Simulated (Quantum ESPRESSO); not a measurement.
# Dipole at the next field: honeycomb PN, 2 layers, AB stacking

Method. Quantum ESPRESSO 7.5, vdW-DF-cx, GBRV ultrasoft, PBE files; sawtooth field along the normal with dipole correction, ions clamped, threshold 1e-9 Ry; cell area 6.380 Å².

```tsv
field (V/Å)	dipole (e Å a cell)
0	0.05559
0.1	0.07674
0.2	0.09783
```

**Question.** What is the dipole at 0.4 V/Å, and what electrostatic thickness 4πα/A follows from the rows?

**Worked estimate.** The slope is (0.09783 − (0.05559))/0.2 = 0.2112 e Å²/V, so 4πα/A = 180.95 × 0.2112/6.380 = 5.99 Å. Linear response gives p = 0.05559 + 0.2112 × (0.4) = 0.14007 e Å; a parabola through the three rows gives 0.13983.

What the calculation gave: p = 0.13980 e Å. The line misses by 0.3 % of the induced dipole and the parabola by 0.0 %. The response is linear over this range.

Caveats: Electrons alone respond; local and semilocal functionals tend to overscreen.

[Logs are printed without paths, hosts, clocks, repeated set-up lines and the standing remarks that a program may print on its own settings, such as how far it seeks lower states.]
